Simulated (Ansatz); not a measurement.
# La on Ir(110): change of the work function, part 2 of 2

Wanted: Δφ(θ) for La/Ir(110), starting from the longbridge site.

Ansatz 0.2.0; plane-wave DFT, PBE, Ansatz PAW.

So far, work function, upper face (eV): step 2 (the clean slab) 4.93; step 3 (21 atoms, coverage 0.25 ML, cell 2x2) 2.46; step 4 (22 atoms, coverage 0.5 ML, cell 2x2) 2.13.

### 5. Work function against coverage

This step: plane-wave DFT, PBE, Ansatz PAW; work function against coverage (Ansatz 0.2.0).

The runs are now put side by side.

Numbers from this step:

* work function of the clean face: 4.928 eV
* largest change of the work function: -2.793 eV

Table of work function of the covered face by coverage:

```tsv
coverage (adsorbates/nm²)	work function of the covered face (eV)
0.00	4.93
2.40	2.46
4.80	2.13
```

The dipole per adsorbate comes from the change of the cell's dipole. Coverage, by row:

```tsv
coverage (1/nm²)	coverage (ML)	work function (eV)	change (eV)	dipole per adsorbate, positive end outwards (debye)	mean height of the added atoms over the highest substrate atom (Å)
2.398	0.25	2.458	-2.47	2.9	1.752
4.795	0.5	2.135	-2.793	1.654	1.798
```

### 6. The slab at 0.25 ML, atoms frozen

This step: plane-wave DFT, PBE, Ansatz PAW (Ansatz 0.2.0).

System of this step: La/Ir(110). The cell holds 21 atoms: 20 Ir and 1 La. Its edges and angles: a = 7.680 Å, b = 5.431 Å, c = 26.416 Å, α = 90.0°, β = 90.0°, γ = 90.0°. Vacuum lies along c.

To see where the charge goes, the covered slab, the bare substrate and the adsorbate layer are each run at the same frozen positions and on the same grid.

Input file input.yaml:

```yaml
crystal:
  lattice:
    - [7.68, 0.0, 0.0]
    - [0.0, 5.4305800796, 0.0]
    - [0.0, 0.0, 26.4164751891]
  atoms:
    - { symbol: Ir, position: [0.0, 0.0, 0.3406964758] }
    - { symbol: Ir, position: [0.25, 0.25, 0.3920903506] }
    - { symbol: Ir, position: [0.001718027, 0.0, 0.4409797929] }
    - { symbol: Ir, position: [0.25, 0.2500054872, 0.5009068812] }
    - { symbol: Ir, position: [-0.0121647311, 0.0, 0.5426073968] }
    - { symbol: Ir, position: [0.0, 0.5, 0.3406964758] }
    - { symbol: Ir, position: [0.25, 0.75, 0.3920903506] }
    - { symbol: Ir, position: [0.0041803487, 0.5, 0.4416186758] }
    - { symbol: Ir, position: [0.25, 0.7499945128, 0.5009068812] }
    - { symbol: Ir, position: [-0.0032616865, 0.5, 0.5443000287] }
    - { symbol: Ir, position: [0.5, 0.0, 0.3406964758] }
    - { symbol: Ir, position: [0.75, 0.25, 0.3920903506] }
    - { symbol: Ir, position: [0.498281973, 0.0, 0.4409797929] }
    - { symbol: Ir, position: [0.75, 0.2573389348, 0.4961017919] }
    - { symbol: Ir, position: [0.5121647311, 0.0, 0.5426073968] }
    - { symbol: Ir, position: [0.5, 0.5, 0.3406964758] }
    - { symbol: Ir, position: [0.75, 0.75, 0.3920903506] }
    - { symbol: Ir, position: [0.4958196513, 0.5, 0.4416186758] }
    - { symbol: Ir, position: [0.75, 0.7426610652, 0.4961017919] }
    - { symbol: Ir, position: [0.5032616865, 0.5, 0.5443000287] }
    - { symbol: La, position: [0.25, 0.0, 0.6106116409] }
kpoints:
  mp_grid: { grid: [4, 6, 1] }
hamiltonian:
  xc: pbe
scf:
  occupations: { method: fermi_dirac, width: 0.1 }
  convergence: { dr2_threshold: 1.0e-08 }
efield:
  axis: 3
  dipole_correction: true
  ramp_position: 0.97
  ramp_width: 0.06
output:
  write_potential: true
  write_density: true
  volumetric_format: npy
```

Command:

```
> ansatz run input.yaml --threads 4 --pin off --max-ram 12288MiB --backend cpu --events-out ev --progress --plain --runs-dir out
```

Elapsed: 2.5 min, on 4 threads of Intel Xeon Platinum 8175M at 2.50GHz (Skylake/Cascade Lake), shared host; peak memory 5.6 GiB; 9.5 min of CPU time.

This step gave:

* energy at zero smearing: -244943.9488 eV
* work function, upper face: 2.459 eV
* work function, lower face: 5.005 eV
* dipole along the normal: 0.5870 e·Å
* step between the vacuum levels: -2.547 eV

The work function of the upper face is 2.46 eV.

### 7. The substrate of the 0.25 ML cell alone

System of this step: La/Ir(110), substrate alone, atoms held. The cell holds 20 atoms: 20 Ir. Cell: a = 7.680 Å, b = 5.431 Å, c = 26.416 Å, α = 90.0°, β = 90.0°, γ = 90.0°. Vacuum lies along c.

The second part, atoms unmoved.

input.yaml, as its differences from that of step 6:

```diff
@@ -26,3 +26,2 @@
     - { symbol: Ir, position: [0.5032616865, 0.5, 0.5443000287] }
-    - { symbol: La, position: [0.25, 0.0, 0.6106116409] }
 kpoints:
```

Run time: 2.3 min. Hardware: 4 threads; peak memory 5.3 GiB; 8.9 min of CPU time.

This step gave:

- energy at zero smearing: -238690.5633 eV
- work function, upper face: 5.005 eV
- work function, lower face: 4.872 eV
- dipole along the normal: -0.03082 e·Å
- step between the vacuum levels: 0.1337 eV

The work function of the upper face is 5.01 eV.

### 8. The adsorbate layer of the 0.25 ML cell alone

System of this step: La/Ir(110), adsorbate layer alone, atoms held. The cell holds 1 atom: 1 La. Its edges and angles: a = 7.680 Å, b = 5.431 Å, c = 26.416 Å, α = 90.0°, β = 90.0°, γ = 90.0°. Vacuum lies along c.

The third part; a free layer of atoms may carry a moment, so spin is on.

input.yaml, the sections that differ from step 7:

```yaml
crystal:
  lattice:
    - [7.68, 0.0, 0.0]
    - [0.0, 5.4305800796, 0.0]
    - [0.0, 0.0, 26.4164751891]
  atoms:
    - { symbol: La, position: [0.25, 0.0, 0.6106116409], spin: 1.0 }
magnetization:
  spin_polarized: true
# kpoints, hamiltonian, scf, efield, output: as in step 7
```

Wall time 64 s (4 threads); peak memory 1.6 GiB.

Numbers from this step:

| Property | Result |
| --- | --- |
| energy at zero smearing | -6246.1731 eV |
| total moment | 1.489 μB |
| site moments | 1.246 μB |
| work function, upper face | 2.953 eV |
| dipole along the normal | -4.67e-6 e·Å |

Site moment by atom:

```tsv
atom	site moment (μB)
La1	1.25
```

The free layer carries a moment of 1.5 μB a cell.

### 9. Where the charge went at 0.25 ML

This step: plane-wave DFT, PBE, Ansatz PAW; density difference on adsorption (Ansatz 0.2.0).

The densities of the parts are taken from that of the whole and averaged over planes; the first moment of what is left gives the step in the potential.

This step gave:

```yaml
largest_charge_moved: 0.008536 e/Å²
potential_step_from_the_moved_charge: -2.682 eV
```

The electron density difference oscillates, so the rows of the table below give means over windows of 1 Å about each position, cut where the curve ends. Its maxima inside the range that stand out by 2 % of the span (Å: e/Å³): 7.6: 5.7e-4, 9.0: 5.2e-4, 10.9: 5.9e-4, 11.6: 0.00189, 12.6: 0.00148, 15.4: 0.0163, 16.9: 0.00150. Its minima: 8.5: -0.00148, 9.4: -3.8e-4, 11.3: -0.00117, 12.0: -0.00275, 13.6: -0.00476, 16.1: -0.00532, 17.8: -0.00474.

Planar mean, whole system less its parts. Electron density difference against z; means over each step:

z (Å), electron density difference (e/Å³) and a bar from the least value:
```
        4     0.0000 ##########
        5     0.0000 ##########
        6     0.0000 ##########
        7     0.0003 ###########
        8     0.0000 ##########
        9    -0.0003 #########
       10    -0.0002 #########
       11     0.0000 ##########
       12    -0.0002 #########
       13    -0.0004 #########
       14    -0.0024 ####
       15     0.0081 ##############################
       16     0.0013 #############
       17    -0.0008 ########
       18    -0.0039 
       19    -0.0013 #######
       20    -0.0002 #########
       21     0.0000 ##########
       22     0.0000 ##########
       23     0.0000 ##########
```

Planar mean, whole system less its parts. The electrons moved below z by z:

z (Å), electrons moved below z (e/Å²) and a bar from the least value:
```
        4    0.00000 ########
        5    0.00000 ########
        6    0.00002 ########
        7    0.00016 ########
        8    0.00061 #########
        9    0.00010 ########
       10   -0.00012 #######
       11    0.00001 ########
       12   -0.00027 #######
       13    0.00004 ########
       14   -0.00281 
       15   -0.00142 ####
       16    0.00813 ##############################
       17    0.00663 ##########################
       18    0.00292 ################
       19    0.00059 #########
       20    0.00009 ########
       21    0.00001 ########
       22    0.00000 ########
       23    0.00000 ########
```

### 10. Varying the input

This step: plane-wave DFT, PBE, Ansatz PAW (Ansatz 0.2.0).

System of this step: La/Ir(110). The cell holds 22 atoms: 20 Ir and 2 La. Cell: a = 7.680 Å, b = 5.431 Å, c = 26.416 Å, α = 90.0°, β = 90.0°, γ = 90.0°. Vacuum lies along c.

An input spoilt on purpose, to show how the run answers: it repeats the earlier run at 0.5 ML with crystal.atoms[0].spin to 2.0, and scf.max_iter set to 75.

Input file input.yaml:

```yaml
crystal:
  lattice:
    - [7.68, 0.0, 0.0]
    - [0.0, 5.4305800796, 0.0]
    - [0.0, 0.0, 26.4164751891]
  atoms:
    - { symbol: Ir, position: [0.0, 0.0, 0.3406964758], spin: 2.0 }
    - { symbol: Ir, position: [0.25, 0.25, 0.3920903506] }
    - { symbol: Ir, position: [0.0, 0.0, 0.4413184777] }
    - { symbol: Ir, position: [0.25, 0.25, 0.4982629319] }
    - { symbol: Ir, position: [0.0, 0.0, 0.5416152592] }
    - { symbol: Ir, position: [0.0, 0.5, 0.3406964758] }
    - { symbol: Ir, position: [0.25, 0.75, 0.3920903506] }
    - { symbol: Ir, position: [0.0, 0.5, 0.4413184777] }
    - { symbol: Ir, position: [0.25, 0.75, 0.4982629319] }
    - { symbol: Ir, position: [0.0, 0.5, 0.5416152592] }
    - { symbol: Ir, position: [0.5, 0.0, 0.3406964758] }
    - { symbol: Ir, position: [0.75, 0.25, 0.3920903506] }
    - { symbol: Ir, position: [0.5, 0.0, 0.4413184777] }
    - { symbol: Ir, position: [0.75, 0.25, 0.4982629319] }
    - { symbol: Ir, position: [0.5, 0.0, 0.5416152592] }
    - { symbol: Ir, position: [0.5, 0.5, 0.3406964758] }
    - { symbol: Ir, position: [0.75, 0.75, 0.3920903506] }
    - { symbol: Ir, position: [0.5, 0.5, 0.4413184777] }
    - { symbol: Ir, position: [0.75, 0.75, 0.4982629319] }
    - { symbol: Ir, position: [0.5, 0.5, 0.5416152592] }
    - { symbol: La, position: [0.25, 0.0, 0.6593035242] }
    - { symbol: La, position: [0.75, 0.5, 0.6593035242] }
kpoints:
  mp_grid: { grid: [4, 6, 1] }
hamiltonian:
  xc: pbe
scf:
  occupations: { method: fermi_dirac, width: 0.1 }
  convergence: { dr2_threshold: 1.0e-08 }
  max_iter: 75
efield:
  axis: 3
  dipole_correction: true
  ramp_position: 0.97
  ramp_width: 0.06
relax:
  f_tol: 0.02
  max_steps: 60
  constraints: [{ sites: [0, 1, 5, 6, 10, 11, 15, 16] }]
output:
  bader: true
  dos: { projected: true, e_range: [-8, 4] }
  write_potential: true
  write_density: true
  volumetric_format: npy
```

Elapsed: 0.04 s, on 4 threads; peak memory 0.043 GiB.

The input was rejected at the start.

The program's message: “Error: inconsistent input (magnetization.spin_polarized): false but per-atom `spin:`, `per_species`, `initial_magnetization`, `magnetic_field`, or `spin_locking` is set”

The fault put into the input: a moment without spin polarisation.

### 11. The same run with other settings

System of this step: Ir(110). The cell holds 5 atoms: 5 Ir. Cell: a = 3.840 Å, b = 2.715 Å, c = 23.431 Å, α = 90.0°, β = 90.0°, γ = 90.0°. Vacuum lies along c.

An input spoilt on purpose, to show how the run answers: it repeats the earlier run at 0 ML with efield.amplitude to 0 and efield.dipole_correction from true to false, and scf.max_iter set to 75.

Input file input.yaml:

```yaml
crystal:
  lattice:
    - [3.84, 0.0, 0.0]
    - [0.0, 2.7152900398, 0.0]
    - [0.0, 0.0, 23.4305800795]
  atoms:
    - { symbol: Ir, position: [0.0, 0.0, 0.3841134095] }
    - { symbol: Ir, position: [0.5, 0.5, 0.4420567047] }
    - { symbol: Ir, position: [0.0, 0.0, 0.5] }
    - { symbol: Ir, position: [0.5, 0.5, 0.5579432953] }
    - { symbol: Ir, position: [0.0, 0.0, 0.6158865905] }
kpoints:
  mp_grid: { grid: [8, 11, 1] }
hamiltonian:
  xc: pbe
scf:
  occupations: { method: fermi_dirac, width: 0.1 }
  convergence: { dr2_threshold: 1.0e-08 }
  max_iter: 75
efield:
  axis: 3
  dipole_correction: false
  ramp_position: 0.97
  ramp_width: 0.06
  amplitude: 0
relax:
  f_tol: 0.02
  max_steps: 60
  constraints: [{ sites: [0, 1] }]
output:
  write_potential: true
  write_density: true
  volumetric_format: npy
```

It took 0.03 s on 4 threads; peak memory 0.042 GiB.

The program refused the input before any cycle.

The program's message: “Error: invalid value for `efield.amplitude`: is zero with dipole_correction: false — the section would apply nothing; set a non-zero amplitude, enable dipole_correction, or remove the block”

The fault put into the input: a field block that applies nothing.

### 12. What came out

```
work function of the clean face                                                           : 4.93 eV
work function at 0.25 ML                                                                  : 2.46 eV
work function at 0.5 ML                                                                   : 2.13 eV
dipole per adsorbate at 0.25 ML, positive end outwards                                    : 2.90 D
step of the potential from the moved charge at 0.25 ML, upper less lower side, atoms held : -2.68 eV
```

La lowers the work function of Ir(110) at the lowest coverage, by 2.47 eV: the adsorbate layer has its positive end outwards. The slab has 5 layers, at the tabulated experimental lattice constant, one starting site was run, and quantum-size effects of a slab this thin can reach one or two tenths of an eV. The main runs have no spin polarisation; a magnetic state could lie lower and would change these results.

[Logs are printed without paths, hosts, clocks, repeated set-up lines and the standing remarks that a program may print on its own settings, such as how far it seeks lower states.]

[Hosts, paths, dates, database ids (printed as entryN), source tags and the programs' standing remarks are cut or masked in the printed files.]

[Maps of the electrostatic potential energy from Ansatz leave out the sawtooth potential of an applied field or a dipole correction, so their vacuum need not be flat; planar profiles and work functions include it.]
